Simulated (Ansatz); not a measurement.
# V2NO2 monolayer: following an unstable mode

Wanted: the energy along a soft mode of V2NO2 monolayer and the structure at the end.

Method: DFT PBEsol, scalar-relativistic, plane waves, PAW; PAW set soft_1, in Ansatz 0.2.0.

## 1. Starting point

The cell holds 5 atoms: 1 N, 2 V and 2 O. Cell: a = 2.871 Å, b = 2.871 Å, c = 32.600 Å, α = 90.0°, β = 90.0°, γ = 120.0°. Vacuum lies along c.

## 2. The dispersion

The cell comes from relaxations at this level that are not shown. Stability and thermal properties need the whole zone. Linear response on a 4×4×1 q mesh gives force constants as far as a supercell of that size would.

Input file input.yaml:

```yaml
crystal:
  lattice:
    - [2.8714334083, 0.0, 0.0]
    - [-1.4357167041, 2.4867342769, 0.0]
    - [0.0, 0.0, 32.6]
  atoms:
    - { symbol: "N", position: [0.0, 0.0, 0.3067484663] }
    - { symbol: V, position: [0.3333333333, 0.6666666667, 0.3417799602] }
    - { symbol: V, position: [0.6666666667, 0.3333333333, 0.2717169724] }
    - { symbol: O, position: [0.6666666667, 0.3333333333, 0.3723333869] }
    - { symbol: O, position: [0.3333333333, 0.6666666667, 0.2411635456] }
  periodic: [true, true, false]
kpoints:
  mp_grid: { grid: [20, 20, 1] }
hamiltonian:
  xc: pbesol
  pseudopotentials: { kind: paw, azcp: { folder: soft_1 }, xc_functional: pbe }
scf:
  occupations: { method: methfessel_paxton, width: 0.2 }
output:
  eigenvalues: true
phonons:
  method: dfpt
  qmesh: [4, 4, 1]
  temperatures: { t_max: 1000, t_step: 50 }
  qpath:
    path:
      - [0.0, 0.0, 0.0]
      - [0.5, 0.0, 0.0]
      - [0.33333333, 0.33333333, 0.0]
      - [0.0, 0.0, 0.0]
    npoints: 10
```

Started as:

```sh
$ ansatz run input.yaml --threads 8 --pin off --max-ram 16384MiB --backend cpu --events-out ev --progress --plain --runs-dir out
```

Numbers of over 12 decimals in the logs are rounded to 6 here.

Output:

```text
Warning: crystal.symmetry: narrowed to the stabiliser of the run's FFT grids — unitary ops 12 → 6. A phonons.method: dfpt run fills in the rows of the dynamical matrix that it does not solve by its symmetry operations, which is exact only for operations that map its FFT grids onto themselves: filled in by any other, the frequencies could depend on the order in which like atoms are typed, or, by more than the grids' own error, on where the crystal sits among the grids' points. Excluded: 6 operations. The run can therefore solve more perturbations, solve them on more k-points, or both, and cost more. [rest of the remark cut]
Engine: ansatz 0.2.0, aarch64-unknown-linux-gnu
Pseudopotentials: kind: paw
Pseudopotential: N, paw, valence charge 5, recommended cutoff 420 eV (normal), soft_1/N.paw.azcp
Pseudopotential: V, paw, valence charge 13, recommended cutoff 420 eV (normal), soft_1/V.paw.azcp
Pseudopotential: O, paw, valence charge 6, recommended cutoff 420 eV (normal), soft_1/O.paw.azcp
Functional definition: PBEsol
  exchange = pbesol_x
  correlation = pbesol_c
Crystal: 5 atoms, lattice volume = 232.780 Å³
Basis set: ecut = 420 eV, 4573 PW (Γ), exchange–correlation on 40×40×450 points (8 copies of the dense FFT grid, shifted against one another)
Bands: 27, of which v1, the nominal top of the filled ones, is band 22 counted from 1 (21 counted from 0)
Symmetry: 12 space group operations
k-points: 44 of 400 (irreducible under 6 space group operations, time reversal used)
Non-local potential: N, projectors of the file, l = 0: 2, l = 1: 2, l = 2: 1
Non-local potential: V, projectors of the file, l = 0: 3, l = 1: 2, l = 2: 3, l = 3: 1
Non-local potential: O, projectors of the file, l = 0: 2, l = 1: 2, l = 2: 1
PAW form: soft (Blöchl's): semilocal exchange-correlation on the pseudo side does not see the compensation charge
PAW frozen core: N, regenerated for the run's functional, and the local potential with it (the file was generated under x = pbe(κ = 0.804, μ = 0.219515), c = pbe(β = 0.066725))
PAW frozen core: V, regenerated for the run's functional, and the local potential with it (the file was generated under x = pbe(κ = 0.804, μ = 0.219515), c = pbe(β = 0.066725))
PAW frozen core: O, regenerated for the run's functional, and the local potential with it (the file was generated under x = pbe(κ = 0.804, μ = 0.219515), c = pbe(β = 0.066725))
PAW one-centre angular grid: N, 110 points (default); XC on 64 Gauss nodes
PAW one-centre angular grid: V, 590 points (default); XC on 64 Gauss nodes
PAW one-centre angular grid: O, 110 points (default); XC on 64 Gauss nodes
Initial density: superposition of atomic densities (neutral atoms: chi_scale 0, normalization atom)
Initial wavefunctions: pseudopotential atomic-orbital guess
Functional: x = pbesol(κ = 0.804, μ = 0.123457), c = pbesol(β = 0.046)
SCF iter   1: F=—  HF=-7280.112599 eV  |F-HF|=—  |Δ(HF+E_count)|=         —  Δρ=9.83e-2  dr2=2.41e1  ethr=3.10e-3  ⟨swp⟩=12.0  Hψ=8684  notcnv=0
preconditioner: auto → LDOS  [metal: Δε(μ)=0.022 eV  Ē_g=10.952 eV  σ=0.200 eV  W_gap=0.09  n_scr=20 (ndim 8)  ℏωp=12.6 eV  f_vac=0.769  D(μ)=1.78/eV (n_scr^D=12)  β→1.0]
SCF iter   2: F=—  HF=-7280.020015 eV  |F-HF|=—  |Δ(HF+E_count)|=   9.26e-2  S|Δr|=    0.00e0  Δρ=1.52e-1  dr2=5.54e1  ethr=3.10e-3  ⟨swp⟩=5.1  Hψ=4325  notcnv=0  defer=7  recentre
SCF iter   3: F=—  HF=-7275.317820 eV  |F-HF|=—  |Δ(HF+E_count)|=    4.70e0  S|Δr|=    0.00e0  Δρ=3.33e-2  dr2=2.96e0  ethr=3.10e-3  ⟨swp⟩=5.0  Hψ=4270  notcnv=0
SCF iter   4: F=—  HF=-7274.765620 eV  |F-HF|=—  |Δ(HF+E_count)|=   5.52e-1  S|Δr|=    0.00e0  Δρ=4.69e-3  dr2=4.49e-2  ethr=3.10e-3  ⟨swp⟩=3.7  Hψ=2945  notcnv=0
SCF iter   5: F=—  HF=-7274.755939 eV  |F-HF|=—  |Δ(HF+E_count)|=   9.68e-3  S|Δr|=    0.00e0  Δρ=1.01e-3  dr2=2.31e-3  ethr=1.04e-4  ⟨swp⟩=3.8  Hψ=3034  notcnv=0
SCF iter   6: F=—  HF=-7274.756019 eV  |F-HF|=—  |Δ(HF+E_count)|=   8.03e-5  S|Δr|=    0.00e0  Δρ=1.74e-4  dr2=3.67e-5  ethr=5.38e-6  ⟨swp⟩=3.5  Hψ=2683  notcnv=0
SCF iter   7: F=—  HF=-7274.756059 eV  |F-HF|=—  |Δ(HF+E_count)|=   3.97e-5  S|Δr|=    0.00e0  Δρ=6.51e-5  dr2=1.32e-5  ethr=8.52e-8  ⟨swp⟩=3.6  Hψ=3099  notcnv=0
SCF iter   8: F=—  HF=-7274.756058 eV  |F-HF|=—  |Δ(HF+E_count)|=   1.32e-6  S|Δr|=    0.00e0  Δρ=2.91e-5  dr2=2.52e-6  ethr=3.08e-8  ⟨swp⟩=2.2  Hψ=1521  notcnv=0
SCF iter   9: F=—  HF=-7274.756050 eV  |F-HF|=—  |Δ(HF+E_count)|=   7.74e-6  S|Δr|=    0.00e0  Δρ=8.87e-6  dr2=2.39e-7  ethr=5.86e-9  ⟨swp⟩=2.9  Hψ=2039  notcnv=0
SCF iter  10: F=—  HF=-7274.756050 eV  |F-HF|=—  |Δ(HF+E_count)|=   1.52e-7  S|Δr|=    0.00e0  Δρ=1.24e-6  dr2=1.94e-9  ethr=5.57e-10  ⟨swp⟩=3.2  Hψ=2652  notcnv=0
SCF iter  11: F=—  HF=-7274.756050 eV  |F-HF|=—  |Δ(HF+E_count)|=   1.58e-8  S|Δr|=    0.00e0  Δρ=4.52e-7  dr2=3.97e-10  ethr=4.51e-12  ⟨swp⟩=4.2  Hψ=3380  notcnv=0
SCF iter  12: F=—  HF=-7274.756050 eV  |F-HF|=—  |Δ(HF+E_count)|=  8.19e-10  S|Δr|=    0.00e0  Δρ=9.36e-8  dr2=2.14e-11  ethr=1.00e-12  ⟨swp⟩=3.4  Hψ=2370  notcnv=0
SCF iter  13: F=-7274.756050 eV  HF=-7274.756050 eV  |F-HF|=2.61e-10  |Δ(HF+E_count)|=  1.29e-10  S|Δr|=    0.00e0  Δρ=2.42e-8  dr2=8.83e-13  ethr=1.00e-12  ⟨swp⟩=14.8  Hψ=9965  notcnv=0
SCF 1 converged in 13 iterations: F = -7274.756050 eV  dr2 = 8.83e-13
  greatest PAW one-centre occupation: 1.000 electrons in one spin orbital (limit 2), on the V atom at site 2 (counted from 0), in its partial waves of l = 0
phonons: the bands overlap, so this run is a metal and interpolates without the dipole-dipole term. If the crystal is really an insulator or semiconductor, its LO-TO splitting is missing
NSCF: frozen V_eff on 44 k-points
WARN: eigensolver did not converge (k=1): 1 band(s) unlocked after 2 eigensolves, warm-restarted (20 sweeps on the last) at ethr=1.29e-12 eV (storage-precision floor; scheduled 1.00e-12 eV) (lowest unlocked band 26, counted from 0; max residual 4.97e-4 eV among the unlocked bands, 4.97e-4 eV over every band; other slots of this pass that fall short are told together in one closing line; warning suppressed until the next SCF loop or pass starts)
WARN: eigensolver did not converge in 4 slots of this pass, the one above among them; of largest residual over every band (k=3): 1 band(s) unlocked (lowest unlocked band 26, counted from 0; max residual 1.29e-3 eV among the unlocked bands, 1.29e-3 eV over every band); of lowest unlocked band (k=1): band 26
NSCF: frozen V_eff on 111 k-points
DFPT response loops at q = (0, 0, 0) (fractional): preconditioner auto → none (partly filled bands, converged f_vac=0.783); β = 0.50; Broyden in place of MSR1
NSCF: frozen V_eff on 420 k-points
DFPT response loops at q = (0, 0.25, 0) (fractional): mixed as the last ones told, above
NSCF: frozen V_eff on 222 k-points
DFPT response loops at q = (0, -0.5, 0) (fractional): mixed as the last ones told, above
NSCF: frozen V_eff on 800 k-points
DFPT response loops at q = (0.25, 0.25, 0) (fractional): mixed as the last ones told, above
SCF converged after 13 iterations
Stability not checked: this state was not tested for a lower state beside it, because cold or Methfessel-Paxton smearing, or corrected tetrahedra, fill the levels in a way that the test cannot read (fill_not_monotonic; see scf.lower_state_search)
Free energy (F): -7274.756050 eV
Harris-Foulkes:  -7274.756050 eV  (|F-HF|=2.61e-10)
Internal energy: -7274.754559 eV  (E = F + TS)
E sigma→0 (E₀):  -7274.755677 eV
Entropy (-TS):   -0.001491 eV (-0.298 meV/atom)
Fermi energy:    -6.314303 eV
--- Per-component energies (eV) ---
  E_band       = -1212.997679
  E_kinetic    = 1058.424177
  E_local      = -153251.267087  (includes V_loc(G=0)·N_el)
  E_nonlocal   = 301.388360
  E_hartree    = 75876.568923
  E_xc         = -430.397855
  E_vxc        = -548.838884  (∫ρ·V_xc dr)
  E_paw        = -2632.005918  (= ΣΔE_a)
  E_vpaw       = -525.846826  (= ΣTr[D̂ρ^β])
  E_aug_tail   = 0.004715  (compensation charges beyond the density's cutoff)
  E_ewald      = 71802.132092
  E_core_change = 0.398033  (= ΣΔE_core)
  E_smearing   = -0.001491  (= −TS)
  E_closure    = -0.000000  (closes the sum)
  Σ components = -7274.756050   (vs F -7274.756050, Δ=0.00e0)
--- Band table (eV; the first three rows and the last of 44) ---
  k-point 0: bands = [... 18 lower, -8.7923, -8.7923, -7.4746, -7.4746, -6.4011, -6.2177, -6.2177, -4.8799, ... 1 higher]
  k-point 1: bands = [... 18 lower, -9.0218, -8.9554, -7.3572, -7.3088, -6.4991, -6.2095, -6.0838, -4.8929, ... 1 higher]
  k-point 2: bands = [... 18 lower, -9.2884, -8.8722, -7.2563, -6.9857, -6.4986, -6.1597, -5.9005, -4.9265, ... 1 higher]
  k-point 43: bands = [... 18 lower, -10.4875, -10.2946, -6.5555, -6.2921, -6.2724, -5.2147, -5.1870, -5.0598, ... 1 higher]
--- Phonons (Γ-DFPT): 10 representative perturbations + reference (Σ response iterations 48) ---
  ASR residual: 3.198e-5 → 0.000e0 eV/Å²; symmetrization residual: 6.414e-6 eV/Å²
  The last average, over the group as it would stand without the narrowing to the FFT grids, took up to 1.506e-6 eV/Å² of the zone centre's force constants
  ASR residual per site (eV/Å²): 3.20e-5 3.13e-5 2.98e-5 1.24e-5 1.37e-5
  Γ frequencies (cm⁻¹): 0.00 0.00 0.00 129.43 129.43 267.87 348.39 348.39 394.73 394.73 551.97 586.07 603.83 603.83 656.40
--- Phonons (arbitrary-q DFPT): 4 irreducible q on the 4×4×1 mesh ---
  q = [0.0000, 0.0000, 0.0000] (star 1, of the zone-centre solve; hermiticity 6.01e-7, symmetrization 7.93e-11, taken by the last average 7.05e-8): -0.00 -0.00 0.00 129.43 129.43 267.87 348.39 348.39 394.73 394.73 551.97 586.07 603.83 603.83 656.40
  q = [0.0000, 0.2500, 0.0000] (star 6, 15 solved perturbations on 210 of 400 k-point pairs; hermiticity 3.52e-7, symmetrization 7.75e-9, taken by the last average 2.23e-7): 38.87 58.05 125.14 128.20 185.98 236.34 351.54 364.99 393.68 429.34 540.03 551.22 588.87 599.45 643.27
  q = [0.0000, -0.5000, 0.0000] (star 3, 15 solved perturbations on 111 of 400 k-point pairs; hermiticity 4.94e-5, symmetrization 4.15e-5, taken by the last average 1.73e-6): -203.36 -178.60 -108.42 -103.14 67.18 160.38 382.95 391.12 445.94 460.59 524.54 533.63 590.89 620.93 657.41
  q = [0.2500, 0.2500, 0.0000] (star 6, 10 solved perturbations in 3050 linear systems a pass and spin channel, the states on 400 of 400 k-point pairs; hermiticity 4.09e-7, symmetrization 6.09e-11, taken by the last average 6.23e-7): -204.80 -155.96 -87.17 114.32 152.64 203.28 366.01 421.35 444.45 451.25 512.50 535.84 599.80 619.76 626.36
  sum rule: each row above includes the acoustic sum rule's correction from the zone centre's row sums; it moved no ω² by more than (0.79 cm⁻¹)²
  mesh force constants: q→R imaginary residual 4.34e-18; ASR residual 3.198e-5 → 0.000e0 eV/Å²; symmetrization residual 7.105e-15 eV/Å²
  interpolated dispersion: 31 rows × 15 modes
  density of states and harmonic sums: on the 28×28×1 q-mesh, interpolated from the force constants of a 4×4×1 supercell (no non-analytic term)
  largest difference from the sums on the solved wave vectors: F 1.71e-2 eV, S 2.91e-5 and C_V 1.17e-5 eV/K
  zero-point energy: 0.312811 eV/cell   skipped modes (ω ≤ 0): 176, of them read as no rigid motion or as one in doubt: 173 (2.196e0 modes/cell left out, lowest -204.80 cm⁻¹)   left out of the sums: 1.47e-1 of the cell's modes: C_V's classical limit lies that fraction below 3 k_B per atom; for a crystal, a wire or a layer, F and S can be off by more, and a phonons.interpolated_qmesh denser along its periods is the remedy for the sampling
```

Run time: 16 min. Hardware: 8 threads of Arm Neoverse V2, shared host; peak memory 5.2 GiB; 2 h of CPU time.

Reading the cycles: dr2 is the Hartree energy of the density residual (eV), the measure of convergence; HF is the Harris–Foulkes estimate of the energy, which meets the free energy F at convergence.

This run has no spin polarisation, although V can carry a moment.

This step gave:

```yaml
gap_on_the_k_mesh: 0 eV
sum_rule_residual_before_enforcement: 3.20e-5 eV/Å²
lowest_frequency_on_the_path: -203.4 cm⁻¹
point_group: -3m
highest_frequency_on_the_path_or_at_a_solved_wavevector: 657.4 cm⁻¹
area_per_atom: 1.428 Å²
highest_optical_mode_at_the_zone_centre_no_lo_to_term: 656.4 cm⁻¹
lowest_optical_zone_centre_mode: 129.4 cm⁻¹
lowest_mode_on_the_q_mesh_acoustic_modes_at_gamma_apart: -204.8 cm⁻¹
```

Frequencies (cm⁻¹) solved at each irreducible wavevector; negative means imaginary. Frequencies by wavevector, by row:

```
q in reciprocal lattice units  star  mode 1  mode 2  mode 3  mode 4  mode 13  mode 14  mode 15
                        0 0 0     1       0       0       0   129.4    603.8    603.8    656.4
                     0 0.25 0     6    38.9      58   125.1   128.2    588.9    599.5    643.3
                     0 -0.5 0     3  -203.4  -178.6  -108.4  -103.1    590.9    620.9    657.4
                  0.25 0.25 0     6  -204.8    -156   -87.2   114.3    599.8    619.8    626.4
```

Interpolated from a 4×4×1 q mesh. Phonon branches along the path, in cm⁻¹:

```
  point  branch 1  branch 2  branch 3  branch 4  branch 12  branch 13  branch 14  branch 15
      Γ         0         0         0       129        586        604        604        656
halfway        39        58       125       128        551        589        599        643
      M      -203      -179      -108      -103        534        591        621        657
halfway      -166      -159      -103       -99        526        598        615        644
      K      -134      -100      -100        75        516        613        615        615
halfway       -94        42       115       128        553        595        599        638
      Γ         0         0         0       129        586        604        604        656
```

Symmetry leaves 4 wavevectors to solve. The lowest mode among them, the acoustic zeros apart, lies at q = (0.25, 0.25, 0) and is imaginary, 204.8i cm⁻¹, so the energy falls along it.

## 3. The mode frozen in, largest atomic shift 0 Å

The mode followed lies at q = (0, -0.5, 0) with frequency 203.4i cm⁻¹, one of the unstable modes though not the softest. At small amplitude the distorted cell has space group no. 10 by a symmetry search on the positions. The undistorted cell that holds it gives the zero of energy on the same k mesh.

System of this step: V2NO2 monolayer. The cell holds 10 atoms: 2 N, 4 V and 4 O. Its edges and angles: a = 2.871 Å, b = 4.973 Å, c = 32.600 Å, α = 90.0°, β = 90.0°, γ = 90.0°. It derives from V2NO2. Vacuum lies along c.

Input file input.yaml:

```yaml
crystal:
  lattice:
    - [2.8714334083, 0.0, 0.0]
    - [0.0, 4.9734685537, 0.0]
    - [0.0, 0.0, 32.6]
  atoms:
    - { symbol: "N", position: [0.5, 0.5, 0.3067484663] }
    - { symbol: "N", position: [0.0, 0.0, 0.3067484663] }
    - { symbol: V, position: [0.0, 0.3333333333, 0.3417799602] }
    - { symbol: V, position: [0.5, 0.8333333333, 0.3417799602] }
    - { symbol: V, position: [0.5, 0.1666666667, 0.2717169724] }
    - { symbol: V, position: [0.0, 0.6666666667, 0.2717169724] }
    - { symbol: O, position: [0.5, 0.1666666667, 0.3723333869] }
    - { symbol: O, position: [0.0, 0.6666666667, 0.3723333869] }
    - { symbol: O, position: [0.0, 0.3333333333, 0.2411635456] }
    - { symbol: O, position: [0.5, 0.8333333333, 0.2411635456] }
  periodic: [true, true, false]
kpoints:
  mp_grid: { grid: [12, 8, 1] }
hamiltonian:
  xc: pbesol
  pseudopotentials: { kind: paw, azcp: { folder: soft_1 }, xc_functional: pbe }
scf:
  occupations: { method: methfessel_paxton, width: 0.2 }
output:
  forces: true
  stress: true
  eigenvalues: true
```

Output:

```text
[...]
Crystal: 10 atoms, lattice volume = 465.560 Å³
Basis set: ecut = 420 eV, 9161 PW (Γ), exchange–correlation on 40×72×450 points (8 copies of the dense FFT grid, shifted against one another)
Bands: 53, of which v1, the nominal top of the filled ones, is band 43 counted from 1 (42 counted from 0)
Symmetry: 8 space group operations
[...]
k-points: 35 of 96
[...]
k-point 0: bands = [... 39 lower, -8.7921, -7.7187, -7.4742, -7.4738, -6.4006, -6.2172, -6.2169, -6.1409, ... 6 higher]
  k-point 1: bands = [... 39 lower, -8.9940, -7.7093, -7.3163, -7.2320, -6.5182, -6.2026, -6.0917, -6.0364, ... 6 higher]
  k-point 2: bands = [... 39 lower, -8.8270, -7.6622, -7.2689, -6.8365, -6.4175, -6.0974, -6.0437, -5.9687, ... 6 higher]
  k-point 34: bands = [... 39 lower, -9.7274, -7.7187, -7.7187, -6.1411, -6.1411, -5.7836, -5.7836, -5.4096, ... 6 higher]
[key lines of the parts left out:]
SCF converged after 10 iterations
Free energy (F): -14549.511462 eV
Fermi energy:    -6.314290 eV
P = ½ c Tr σ = 0.0103 N/m
```

It took 10 s on 8 threads; peak memory 1.9 GiB.

This step gave:

```
energy from the undistorted cell : 0 meV/atom
```

## 4. The mode frozen in, largest atomic shift 0.04 Å

The atoms are moved along the unstable eigenvector, the largest shift by 0.04 Å, with the cell fixed.

input.yaml, the sections that differ from step 3:

```yaml
crystal:
  lattice:
    - [2.8714334083, 0.0, 0.0]
    - [0.0, 4.9734685537, 0.0]
    - [0.0, 0.0, 32.6]
  atoms:
    - { symbol: "N", position: [0.5, 0.5, 0.3067484663] }
    - { symbol: "N", position: [0.0, 0.0, 0.3067484663] }
    - { symbol: V, position: [0.0, 0.3402448449, 0.3412766658] }
    - { symbol: V, position: [0.5, 0.8264218218, 0.3422832545] }
    - { symbol: V, position: [0.5, 0.1735781782, 0.271213678] }
    - { symbol: V, position: [0.0, 0.6597551551, 0.2722202667] }
    - { symbol: O, position: [0.5, 0.1648380104, 0.3711385297] }
    - { symbol: O, position: [0.0, 0.6684953229, 0.3735282442] }
    - { symbol: O, position: [0.0, 0.3315046771, 0.2399686883] }
    - { symbol: O, position: [0.5, 0.8351619896, 0.2423584028] }
  periodic: [true, true, false]
# kpoints, hamiltonian, scf, output: as in step 3
```

Output:

```text
[...]
Crystal: 10 atoms, lattice volume = 465.560 Å³
Basis set: ecut = 420 eV, 9161 PW (Γ), exchange–correlation on 40×72×450 points (8 copies of the dense FFT grid, shifted against one another)
Bands: 53, of which v1, the nominal top of the filled ones, is band 43 counted from 1 (42 counted from 0)
Symmetry: 4 space group operations
[...]
k-points: 35 of 96
[...]
k-point 0: bands = [... 39 lower, -8.7630, -7.7860, -7.4868, -7.4052, -6.4224, -6.2549, -6.2369, -6.0872, ... 6 higher]
  k-point 1: bands = [... 39 lower, -8.9561, -7.7506, -7.2819, -7.2475, -6.5256, -6.2252, -6.1545, -5.9747, ... 6 higher]
  k-point 2: bands = [... 39 lower, -8.8023, -7.6994, -7.2431, -6.8736, -6.4293, -6.1208, -6.0276, -6.0211, ... 6 higher]
  k-point 34: bands = [... 39 lower, -9.6711, -7.8733, -7.5946, -6.1878, -6.1161, -5.7939, -5.7639, -5.4512, ... 6 higher]
[key lines of the parts left out:]
SCF converged after 12 iterations
Free energy (F): -14549.529623 eV
Fermi energy:    -6.313796 eV
P = ½ c Tr σ = -0.0669 N/m
```

Wall time 11 s (8 threads); peak memory 1.9 GiB; 87 s of CPU time.

This step gave:

* energy from the undistorted cell: -2.089 meV/atom

The energy, extrapolated to zero smearing, is -2.09 meV/atom against the undistorted cell.

## 5. Energy along the mode, all amplitudes (two of the runs are shown above)

An imaginary frequency means negative curvature, so the energy should fall and then rise again as anharmonic terms take over.

Numbers from this step:

- depth at the lowest point sampled: 2.089 meV/atom
- largest atomic shift at that point: 0.04 Å

Table of energy from the parent by largest atomic shift:

```
largest atomic shift (Å)  energy from the parent (meV/atom)
                  0.0000                                  0
                  0.0400                              -2.09
                  0.0800                             -0.409
                  0.1400                               28.9
```

Displacement at unit largest shift by atom:

```
atom  x (Å)  y (Å)  z (Å)  size
  N1   0.00   0.00   0.00  0.00
  N2   0.00   0.00   0.00  0.00
  V3   0.00   0.86  -0.41  0.95
  V4   0.00  -0.86   0.41  0.95
  V5   0.00   0.86  -0.41  0.95
  V6   0.00  -0.86   0.41  0.95
  O7   0.00  -0.23  -0.97  1.00
  O8   0.00   0.23   0.97  1.00
  O9   0.00  -0.23  -0.97  1.00
 O10   0.00   0.23   0.97  1.00
```

The lowest of the steps tried is at 0.04 Å, 2.09 meV/atom below the parent; the bottom of the well need not coincide with a step.

(Part 1 of 2 ends here.)

[Logs are printed without paths, hosts, clocks, repeated set-up lines and the standing remarks that a program may print on its own settings, such as how far it seeks lower states.]

[Hosts, paths, dates, database ids (printed as entryN), source tags and the programs' standing remarks are cut or masked in the printed files.]
